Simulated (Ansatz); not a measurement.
## Work function of Sr(111): what the settings cost and change

How far do functional and pseudopotentials move the work function of Sr(111), and at what cost?

Method: plane-wave DFT, PBE, Ansatz PAW, in the first sound run; inputs show where later runs differ, in Ansatz 0.2.0.

**1. The structure**

The cell holds 7 atoms: 7 Sr. Cell: a = 4.299 Å, b = 4.299 Å, c = 39.062 Å, α = 90.0°, β = 90.0°, γ = 60.0°. Vacuum lies along c.

**2. Slab, setting PBE, Ansatz PAW (420 eV)**

A work function rests on the faint tail of the density, so the SCF threshold is tight. PBE on the default files comes first; the next runs keep the geometry and change functional or files, each at the cutoff that its files recommend; a relaxation and, for heavy metals, spin-orbit coupling close the ladder.

Contents of input.yaml:

```yaml
crystal:
  lattice:
    - [4.2992092296, 0.0, 0.0]
    - [2.1496046148, 3.723224409, 0.0]
    - [0.0, 0.0, 39.06173782]
  atoms:
    - { symbol: Sr, position: [0.0, 0.0, 0.2304044956] }
    - { symbol: Sr, position: [0.3333333333, 0.3333333333, 0.3202696637] }
    - { symbol: Sr, position: [0.6666666667, 0.6666666667, 0.4101348319] }
    - { symbol: Sr, position: [0.0, 0.0, 0.5] }
    - { symbol: Sr, position: [0.3333333333, 0.3333333333, 0.5898651681] }
    - { symbol: Sr, position: [0.6666666667, 0.6666666667, 0.6797303363] }
    - { symbol: Sr, position: [0.0, 0.0, 0.7695955044] }
kpoints:
  mp_grid: { grid: [11, 11, 1] }
hamiltonian:
  xc: pbe
scf:
  occupations: { method: fermi_dirac, width: 0.1 }
  convergence: { dr2_threshold: 1.0e-09 }
efield:
  axis: 3
  dipole_correction: true
  ramp_position: 0.97
  ramp_width: 0.06
output:
  write_potential: true
  write_density: true
  volumetric_format: npy
  elf: true
```

Command:

```sh
$ ansatz run input.yaml --threads 4 --pin off --max-ram 6144MiB --backend cpu --events-out ev --progress --plain --runs-dir out
```

Standard output:

```text
Engine: ansatz 0.2.0, aarch64-unknown-linux-gnu
Pseudopotentials: kind: paw
Pseudopotential: Sr, paw, valence charge 10, recommended cutoff 420 eV (normal), Sr.paw.azcp
Functional definition: PBE
  parameter kappa = 0.804
  parameter beta = 0.066725
  exchange = pbe_x(kappa = kappa, mu = beta*pi^2/3)
  correlation = pbe_c(beta = beta)
Crystal: 7 atoms, lattice volume = 625.258 Å³
Basis set: ecut = 420 eV, 12185 PW (Γ)
Bands: 42, of which v1, the nominal top of the filled ones, is band 35 counted from 1 (34 counted from 0)
Symmetry: 6 space group operations
k-points: 16 of 121 (time reversal used)
Non-local potential: Sr, projectors of the file, l = 0: 3, l = 1: 2, l = 2: 2
PAW form: soft (Blöchl's): semilocal exchange-correlation on the pseudo side does not see the compensation charge
PAW one-centre angular grid: Sr, 110 points (default); XC on 64 Gauss nodes
Initial density: superposition of atomic densities (neutral atoms: chi_scale 0, normalization atom), corrected by the library's trained network
Initial wavefunctions: pseudopotential atomic-orbital guess
Functional: x = pbe(κ = 0.804, μ = 0.219515), c = pbe(β = 0.066725)
SCF iter   1: F=—  HF=-24809.087168 eV  |F-HF|=—  |Δ(HF+E_count)|=         —  Δρ=2.56e-3  dr2=4.75e0  ethr=1.77e-3  p=0.000 e·Å  D=1.40e-14 V/Å  ΔV_dip=-0.00 eV  dr2_dipole=1.37e-10  V_vac-E_F(+/−)=2.57/2.57 eV  ⟨swp⟩=15.5  Hψ=9592  notcnv=0
efield: sawtooth ramp at fractional position 0.9700 (set: `efield.ramp_position`, or a place that a band, a saddle search or an elastic batch's reference lends), width 0.0600; the density the first Hamiltonian is built on has a dipole p = 0.000 e·Å; the dipole correction subtracts the counter field D = 1.40e-14 V/Å, which shifts the + side's vacuum level by -0.00 eV against the − side's; the planar-averaged density in the ramp window peaks in size at 2.4e-5 e/Å³
automatic band count: the SCF goes on with 49 bands, as 42 were too few: the levels above may hold too much charge
preconditioner: auto → LDOS  [metal: Δε(μ)=0.084 eV  Ē_g=2.215 eV  σ=0.100 eV  W_gap=0.21  n_scr=88 (ndim 8)  ℏωp=5.6 eV  f_vac=0.332  D(μ)=9.57/eV (n_scr^D=20)  β→1.0]
SCF iter   2: F=—  HF=-24809.011045 eV  |F-HF|=—  |Δ(HF+E_count)|=   7.61e-2  Δρ=6.98e-4  dr2=6.38e-3  ethr=1.77e-3  p=0.000 e·Å  D=3.59e-7 V/Å  ΔV_dip=-0.00 eV  dr2_dipole=4.47e-11  V_vac-E_F(+/−)=2.69/2.69 eV  ⟨swp⟩=2.4  Hψ=939  notcnv=0
SCF iter   3: F=—  HF=-24809.012113 eV  |F-HF|=—  |Δ(HF+E_count)|=   1.07e-3  Δρ=3.85e-4  dr2=4.59e-3  ethr=9.12e-6  p=0.000 e·Å  D=1.51e-6 V/Å  ΔV_dip=-0.00 eV  dr2_dipole=5.61e-12  V_vac-E_F(+/−)=2.70/2.70 eV  ⟨swp⟩=2.7  Hψ=1461  notcnv=0
SCF iter   4: F=—  HF=-24809.011939 eV  |F-HF|=—  |Δ(HF+E_count)|=   1.74e-4  Δρ=1.12e-4  dr2=1.48e-4  ethr=6.56e-6  p=0.000 e·Å  D=7.47e-7 V/Å  ΔV_dip=-0.00 eV  dr2_dipole=1.24e-11  V_vac-E_F(+/−)=2.71/2.71 eV  ⟨swp⟩=2.8  Hψ=1259  notcnv=0
SCF iter   5: F=—  HF=-24809.011932 eV  |F-HF|=—  |Δ(HF+E_count)|=   7.09e-6  Δρ=2.12e-5  dr2=7.24e-6  ethr=2.11e-7  p=0.000 e·Å  D=2.78e-7 V/Å  ΔV_dip=-0.00 eV  dr2_dipole=5.67e-12  V_vac-E_F(+/−)=2.71/2.71 eV  ⟨swp⟩=2.0  Hψ=1247  notcnv=0
SCF iter   6: F=—  HF=-24809.011952 eV  |F-HF|=—  |Δ(HF+E_count)|=   2.06e-5  Δρ=4.94e-6  dr2=9.77e-7  ethr=1.03e-8  p=0.000 e·Å  D=3.20e-8 V/Å  ΔV_dip=-0.00 eV  dr2_dipole=5.10e-13  V_vac-E_F(+/−)=2.71/2.71 eV  ⟨swp⟩=3.0  Hψ=1389  notcnv=0
SCF iter   7: F=—  HF=-24809.011322 eV  |F-HF|=—  |Δ(HF+E_count)|=   6.31e-4  Δρ=2.06e-6  dr2=8.33e-8  ethr=1.40e-9  p=0.000 e·Å  D=3.69e-8 V/Å  ΔV_dip=-0.00 eV  dr2_dipole=5.57e-12  V_vac-E_F(+/−)=2.71/2.71 eV  ⟨swp⟩=2.4  Hψ=1063  notcnv=0
SCF iter   8: F=—  HF=-24809.011322 eV  |F-HF|=—  |Δ(HF+E_count)|=   2.53e-9  Δρ=5.72e-7  dr2=9.63e-9  ethr=1.19e-10  p=0.000 e·Å  D=9.89e-9 V/Å  ΔV_dip=-0.00 eV  dr2_dipole=6.27e-15  V_vac-E_F(+/−)=2.71/2.71 eV  ⟨swp⟩=2.0  Hψ=1132  notcnv=0
SCF iter   9: F=-24809.011322 eV  HF=-24809.011322 eV  |F-HF|=2.95e-10  |Δ(HF+E_count)|=   2.19e-9  Δρ=1.80e-7  dr2=9.20e-10  ethr=1.43e-12  p=0.000 e·Å  D=2.28e-9 V/Å  ΔV_dip=-0.00 eV  dr2_dipole=2.72e-13  V_vac-E_F(+/−)=2.71/2.71 eV  ⟨swp⟩=10.0  Hψ=3529  notcnv=0
SCF 1 converged in 9 iterations: F = -24809.011322 eV  dr2 = 9.20e-10
  greatest PAW one-centre occupation: 0.988 electrons in one spin orbital (limit 2), on the Sr atom at site 0 (counted from 0), in its partial waves of l = 0
WARN: The output density's exchange-correlation potential varies sharply where the density is thin. Do not read a vacuum level from v_tot or v_xc, or from such a field of the output density. On a cell that repeats whose density bears no net charge and no dipole along the vacuum's axis use v_es (v_loc + v_h of the components); under efield.dipole_correction with no amplitude use v_es + v_field, which holds any externa [...]
SCF converged after 9 iterations
Free energy (F): -24809.011322 eV
Harris-Foulkes:  -24809.011322 eV  (|F-HF|=2.95e-10)
Internal energy: -24808.698862 eV  (E = F + TS)
E sigma→0 (E₀):  -24808.855092 eV
Entropy (-TS):   -0.312460 eV (-44.637 meV/atom)
Fermi energy:    2.154064 eV
Dipole field:    D = -0.000000 V/Å  (p = -0.000001 e·Å, saw-weighted, corrected)
Work function:   Φ+ = 2.7080 eV   Φ− = 2.7080 eV
Levels:          The Fermi level and band energies are counted from a zero that moves with the ramp; work functions are not
--- Per-component energies (eV) ---
  E_band       = -1163.895475
  E_kinetic    = 1687.488595
  E_local      = -30912.279080  (includes V_loc(G=0)·N_el)
  E_nonlocal   = 1420.188632
  E_hartree    = 14019.139367
  E_xc         = -1196.976088
  E_vxc        = -1112.556888  (∫ρ·V_xc dr)
  E_paw        = -18863.019703  (= ΣΔE_a)
  E_vpaw       = -285.017740  (= ΣTr[D̂ρ^β])
  E_aug_tail   = -0.000008  (compensation charges beyond the density's cutoff)
  E_efield     = 0.000000  (sawtooth field / dipole correction)
  E_vefield    = 0.000000  (∫n·V_field dr)
  E_ewald      = 9036.759422
  E_smearing   = -0.312460  (= −TS)
  E_closure    = 0.000000  (closes the sum)
  Σ components = -24809.011322   (vs F -24809.011322, Δ=0.00e0)
--- Band table (eV; the first three rows and the last of 16) ---
  k-point 0: bands = [... 31 lower, -0.5343, -0.0683, 0.4256, 0.8616, 2.2167, 2.3744, 2.6551, 2.9622, ... 10 higher]
  k-point 1: bands = [... 31 lower, -0.4248, 0.0398, 0.5347, 0.9768, 2.2198, 2.3993, 2.6842, 2.9827, ... 10 higher]
  k-point 2: bands = [... 31 lower, -0.1108, 0.3468, 0.8407, 1.2975, 2.2305, 2.4690, 2.7612, 3.0221, ... 10 higher]
  k-point 15: bands = [... 31 lower, 1.9496, 2.0507, 2.0944, 2.1453, 2.2697, 2.3276, 2.4199, 2.4649, ... 10 higher]
```

It took 46 s on 4 threads of Arm Neoverse N1, shared host; peak memory 1.2 GiB.

Read from the output:

- energy at zero smearing: -24808.8551 eV
- work function, upper face: 2.708 eV

Running mean over 3.51 Å of the planar mean; the ramp of the sawtooth is left out. The electron's electrostatic potential energy less the Fermi level by z:

```csv
z (Å),electron's electrostatic potential energy less the Fermi level (eV)
4,2.69
5,2.62
6,2.24
7,0.143
8,-3.62
9,-4.15
10,-4.00
11,-3.93
12,-3.92
13,-3.93
14,-3.93
15,-3.94
16,-3.94
17,-3.93
18,-3.93
19,-3.93
20,-3.93
21,-3.93
22,-3.93
23,-3.94
24,-3.94
25,-3.93
26,-3.93
27,-3.92
28,-3.93
29,-3.99
30,-4.15
31,-3.71
32,-0.130
33,2.20
34,2.62
35,2.69
```

Valence density in the ca plane at fractional y = 0.000, with atoms of Sr within 0.2 Å of it. It is the smooth field of the valence electrons, not physical close to the nuclei.

Ten steps, logarithmic in the rise over the least value, from '0' (0.0 e/Å³) to '9' (2.5 e/Å³), each cell a mean:
```
99997322222222211122222222247999974100000000
89975322222222222222222222235899852100000000
56643222222222222222222222223566531100000000
23322222222332222222332222222233221100000000
22222222223433222223343222222222211100000000
22222222233443222223443222222222211100000000
22222222223332222222333222222222211100000000
34432222222222222222222222222344321100000000
67764222222222222222222222224677642100000000
99996322222222221122222222236999963100000000
99997422222222211122222222247999974100000000
```
Columns run along c (16.0 Å, from fractional 0.49 to 0.90 of the cell), rows up along a (4.3 Å). Atoms in or near the plane, at fractional coordinates: Sr at (0.50, 0.00), Sr at (0.77, 0.00).

ELF in the ca plane at fractional y = 0.000, with atoms of Sr within 0.2 Å of it. It is the smooth field of the valence electrons, not physical close to the nuclei.

Ten even steps from '0' (0.00) to '9' (0.85), each cell a mean:
```
95598113555556677666555553128955993001100000
99995114432234566654323454115999951011100000
46631134311011356531101234311366410122110000
00001344100000134310000024431111112333110000
22224553101210023200121013554323345543210000
33345653111210023101221013555444566543210000
11112453101110124210111013542111123443210000
12210144210001245421000124310122101222110000
79972024421112466542111344202799730012100000
98897113544445667665444554117988982001100000
82398213555566777666655653129822993001100000
```
Columns run along c (16.0 Å, from fractional 0.49 to 0.90 of the cell), rows up along a (4.3 Å). Atoms in or near the plane, at fractional coordinates: Sr at (0.50, 0.00), Sr at (0.77, 0.00).

Electrostatic potential energy in the ca plane at fractional y = 0.000, with atoms of Sr within 0.2 Å of it. With pseudopotentials it is smooth inside the atoms' cores, unlike the true potential.

Values in eV, 6 rows by 16 columns, each cell a mean:
```
-60 -26   2   4   4   5   5   4   4   2 -28 -59  -6   3   5   5
 -7  -2   3   2   1   4   4   1   2   3  -2  -7   1   4   5   5
  3   3   4   0  -2   2   2  -2   0   4   4   3   4   5   5   5
  2   3   4   0  -2   3   2  -2   1   4   3   1   3   4   5   5
-17  -6   3   3   2   4   4   2   3   3  -6 -17  -1   4   5   5
-71 -33   2   4   4   5   5   4   4   2 -36 -70  -7   3   5   5
```
Columns run along c (16.0 Å, from fractional 0.49 to 0.90 of the cell; values clipped at the 3rd and 97th percentile), rows up along a (4.3 Å). Atoms in or near the plane, at fractional coordinates: Sr at (0.50, 0.00), Sr at (0.77, 0.00).

The work function is 2.708 eV.

**3. Run**

This step: plane-wave DFT, LDA, Ansatz PAW (Ansatz 0.2.0).

input.yaml: that of step 2 with these lines changed.

```diff
@@ -16,3 +16,3 @@
 hamiltonian:
-  xc: pbe
+  xc: lda
 scf:
@@ -29,2 +29 @@
   volumetric_format: npy
-  elf: true
```

Standard output:

```text
[...]
Crystal: 7 atoms, lattice volume = 625.258 Å³
Basis set: ecut = 420 eV, 12185 PW (Γ)
Bands: 42, of which v1, the nominal top of the filled ones, is band 35 counted from 1 (34 counted from 0)
Symmetry: 6 space group operations
k-points: 16 of 121 (time reversal used)
[...]
k-point 0: bands = [... 31 lower, -0.7260, -0.2613, 0.2273, 0.6486, 2.0950, 2.2252, 2.4785, 2.7648, ... 10 higher]
  k-point 1: bands = [... 31 lower, -0.6154, -0.1517, 0.3384, 0.7663, 2.0950, 2.2472, 2.5043, 2.7819, ... 10 higher]
  k-point 2: bands = [... 31 lower, -0.2987, 0.1590, 0.6500, 1.0944, 2.0950, 2.3061, 2.5727, 2.8139, ... 10 higher]
  k-point 15: bands = [... 31 lower, 1.7741, 1.8785, 1.9323, 1.9776, 2.1112, 2.1335, 2.2281, 2.2815, ... 10 higher]
[key lines of the parts left out:]
SCF converged after 9 iterations
Free energy (F): -24109.298004 eV
Fermi energy:    1.987424 eV
Dipole field:    D = -0.000001 V/Å  (p = -0.000002 e·Å, saw-weighted, corrected)
Work function:   Φ+ = 2.8142 eV   Φ− = 2.8141 eV
```

It took 55 s on 4 threads; peak memory 1.2 GiB.

The work function is 2.814 eV, +0.106 eV from the run “PBE, Ansatz PAW (420 eV)”, at 0.99 times its CPU time.

**4. Slab**

This step: plane-wave DFT, PBEsol, Ansatz PAW (Ansatz 0.2.0).

input.yaml: that of step 3 with these lines changed.

```diff
@@ -16,3 +16,3 @@
 hamiltonian:
-  xc: lda
+  xc: pbesol
 scf:
```

Standard output:

```text
[...]
Crystal: 7 atoms, lattice volume = 625.258 Å³
Basis set: ecut = 420 eV, 12185 PW (Γ)
Bands: 42, of which v1, the nominal top of the filled ones, is band 35 counted from 1 (34 counted from 0)
Symmetry: 6 space group operations
k-points: 16 of 121 (time reversal used)
[...]
k-point 0: bands = [... 31 lower, -0.6099, -0.1440, 0.3487, 0.7815, 2.1574, 2.3107, 2.5898, 2.8957, ... 10 higher]
  k-point 1: bands = [... 31 lower, -0.5001, -0.0355, 0.4584, 0.8975, 2.1602, 2.3350, 2.6181, 2.9154, ... 10 higher]
  k-point 2: bands = [... 31 lower, -0.1852, 0.2727, 0.7661, 1.2203, 2.1700, 2.4031, 2.6931, 2.9527, ... 10 higher]
  k-point 15: bands = [... 31 lower, 1.8812, 1.9842, 2.0310, 2.0825, 2.2061, 2.2550, 2.3488, 2.3960, ... 10 higher]
[key lines of the parts left out:]
SCF converged after 10 iterations
Free energy (F): -24444.810024 eV
Fermi energy:    2.088817 eV
Dipole field:    D = 0.000000 V/Å  (p = 0.000000 e·Å, saw-weighted, corrected)
Work function:   Φ+ = 2.7421 eV   Φ− = 2.7421 eV
```

The job ended after 56 s (4 threads; peak memory 1.2 GiB).

The work function is 2.742 eV, +0.034 eV from the run “PBE, Ansatz PAW (420 eV)”, at 1.0 times its CPU time.

**5. Slab**

This step: plane-wave DFT, RPBE, Ansatz PAW (Ansatz 0.2.0).

input.yaml: that of step 4 with these lines changed.

```diff
@@ -16,3 +16,3 @@
 hamiltonian:
-  xc: pbesol
+  xc: rpbe
 scf:
```

Standard output:

```text
[...]
Crystal: 7 atoms, lattice volume = 625.258 Å³
Basis set: ecut = 420 eV, 12185 PW (Γ)
Bands: 42, of which v1, the nominal top of the filled ones, is band 35 counted from 1 (34 counted from 0)
Symmetry: 6 space group operations
k-points: 16 of 121 (time reversal used)
[...]
k-point 0: bands = [... 31 lower, -0.4287, 0.0373, 0.5333, 0.9771, 2.2824, 2.4552, 2.7492, 3.0649, ... 10 higher]
  k-point 1: bands = [... 31 lower, -0.3199, 0.1445, 0.6412, 1.0908, 2.2871, 2.4817, 2.7800, 3.0873, ... 10 higher]
  k-point 2: bands = [... 31 lower, -0.0077, 0.4492, 0.9438, 1.4068, 2.3029, 2.5569, 2.8614, 3.1310, ... 10 higher]
  k-point 15: bands = [... 31 lower, 2.0424, 2.1422, 2.1783, 2.2320, 2.3544, 2.4295, 2.5222, 2.5638, ... 10 higher]
[key lines of the parts left out:]
SCF converged after 10 iterations
Free energy (F): -24856.707825 eV
Fermi energy:    2.241652 eV
Dipole field:    D = -0.000001 V/Å  (p = -0.000002 e·Å, saw-weighted, corrected)
Work function:   Φ+ = 2.6430 eV   Φ− = 2.6430 eV
```

Run time: 55 s. Hardware: 4 threads; peak memory 1.2 GiB.

The work function is 2.643 eV, -0.065 eV from the run “PBE, Ansatz PAW (420 eV)”, at 1.00 times its CPU time.

**6. Slab**

This step: plane-wave DFT, r2SCAN, Ansatz PAW (Ansatz 0.2.0).

input.yaml: that of step 5 with these lines changed.

```diff
@@ -16,3 +16,3 @@
 hamiltonian:
-  xc: rpbe
+  xc: r2scan
 scf:
```

Standard output:

```text
[...]
Crystal: 7 atoms, lattice volume = 625.258 Å³
Basis set: ecut = 500 eV, 15845 PW (Γ), exchange–correlation on 128×128×1152 points (64 copies of the dense FFT grid, shifted against one another)
Bands: 42, of which v1, the nominal top of the filled ones, is band 35 counted from 1 (34 counted from 0)
Symmetry: 6 space group operations
[...]
k-point 0: bands = [... 31 lower, -0.6904, -0.1879, 0.3529, 0.8530, 2.1191, 2.3466, 2.7055, 3.0776, ... 10 higher]
  k-point 1: bands = [... 31 lower, -0.5752, -0.0750, 0.4654, 0.9705, 2.1306, 2.3810, 2.7429, 3.1050, ... 10 higher]
  k-point 2: bands = [... 31 lower, -0.2442, 0.2466, 0.7820, 1.2967, 2.1677, 2.4815, 2.8427, 3.1601, ... 10 higher]
  k-point 15: bands = [... 31 lower, 1.9403, 2.0526, 2.0685, 2.1460, 2.2688, 2.3774, 2.4851, 2.5329, ... 10 higher]
[key lines of the parts left out:]
SCF converged after 11 iterations
Free energy (F): -24885.189113 eV
Fermi energy:    2.150952 eV
Dipole field:    D = 0.000000 V/Å  (p = 0.000001 e·Å, saw-weighted, corrected)
Work function:   Φ+ = 2.7740 eV   Φ− = 2.7740 eV
```

Wall time 1.9 min (4 threads); peak memory 2.3 GiB; 5.9 min of CPU time.

The work function is 2.774 eV, +0.066 eV from the run “PBE, Ansatz PAW (420 eV)”, at 2.3 times its CPU time.

**7. Run**

This step: plane-wave DFT, PBE, JTH PAW (Ansatz 0.2.0).

input.yaml: that of step 6 with these lines changed.

```diff
@@ -16,3 +16,4 @@
 hamiltonian:
-  xc: r2scan
+  xc: pbe
+  pseudopotentials: { kind: paw, source: jth }
 scf:
```

Standard output:

```text
[...]
k-point 0: bands = [... 31 lower, -0.5389, -0.0730, 0.4211, 0.8576, 2.2096, 2.3681, 2.6498, 2.9578, ... 10 higher]
  k-point 1: bands = [... 31 lower, -0.4295, 0.0351, 0.5301, 0.9727, 2.2129, 2.3933, 2.6791, 2.9784, ... 10 higher]
  k-point 2: bands = [... 31 lower, -0.1157, 0.3419, 0.8359, 1.2931, 2.2245, 2.4639, 2.7568, 3.0184, ... 10 higher]
  k-point 15: bands = [... 31 lower, 1.9447, 2.0459, 2.0897, 2.1412, 2.2648, 2.3234, 2.4156, 2.4608, ... 10 higher]
[key lines of the parts left out:]
SCF converged after 11 iterations
Free energy (F): -24785.377821 eV
Fermi energy:    2.149287 eV
Dipole field:    D = 0.000001 V/Å  (p = 0.000005 e·Å, saw-weighted, corrected)
Work function:   Φ+ = 2.7124 eV   Φ− = 2.7125 eV
```

Elapsed: 94 s, on 4 threads; peak memory 2.3 GiB; 4.9 min of CPU time.

The work function is 2.712 eV, +0.004 eV from the run “PBE, Ansatz PAW (420 eV)”, at 1.9 times its CPU time.

**8. Run**

This step: plane-wave DFT, PBE, norm-conserving (Ansatz 0.2.0).

input.yaml: that of step 7 with these lines changed.

```diff
@@ -17,3 +17,3 @@
   xc: pbe
-  pseudopotentials: { kind: paw, source: jth }
+  pseudopotentials: { kind: nc }
 scf:
```

Standard output:

```text
[...]
Crystal: 7 atoms, lattice volume = 625.258 Å³
Basis set: ecut = 925.187132 eV, 40117 PW (Γ)
Bands: 42, of which v1, the nominal top of the filled ones, is band 35 counted from 1 (34 counted from 0)
Symmetry: 6 space group operations
k-points: 16 of 121 (time reversal used)
[...]
k-point 0: bands = [... 31 lower, -0.4981, -0.0321, 0.4620, 0.8983, 2.2524, 2.4108, 2.6923, 3.0000, ... 10 higher]
  k-point 1: bands = [... 31 lower, -0.3887, 0.0760, 0.5710, 1.0136, 2.2556, 2.4358, 2.7214, 3.0205, ... 10 higher]
  k-point 2: bands = [... 31 lower, -0.0748, 0.3830, 0.8770, 1.3342, 2.2668, 2.5060, 2.7987, 3.0601, ... 10 higher]
  k-point 15: bands = [... 31 lower, 1.9862, 2.0874, 2.1313, 2.1827, 2.3066, 2.3648, 2.4570, 2.5022, ... 10 higher]
[key lines of the parts left out:]
SCF converged after 12 iterations
Free energy (F): -6520.276064 eV
Fermi energy:    2.190964 eV
Dipole field:    D = -0.000001 V/Å  (p = -0.000003 e·Å, saw-weighted, corrected)
Work function:   Φ+ = 2.7085 eV   Φ− = 2.7085 eV
```

Run time: 2.8 min. Hardware: 4 threads; peak memory 3.1 GiB.

The work function is 2.709 eV, +0.001 eV from the run “PBE, Ansatz PAW (420 eV)”, at 3.4 times its CPU time.

[end of part 1 of 2]

[Long decimals in the printed logs are rounded to 6 places.]

[Logs are printed without paths, hosts, clocks, repeated set-up lines and the standing remarks that a program may print on its own settings, such as how far it seeks lower states.]

[Hosts, paths, dates, database ids (printed as entryN), source tags and the programs' standing remarks are cut or masked in the printed files.]

[Maps of the electrostatic potential energy from Ansatz leave out the sawtooth potential of an applied field or a dipole correction, so their vacuum need not be flat; planar profiles and work functions include it.]
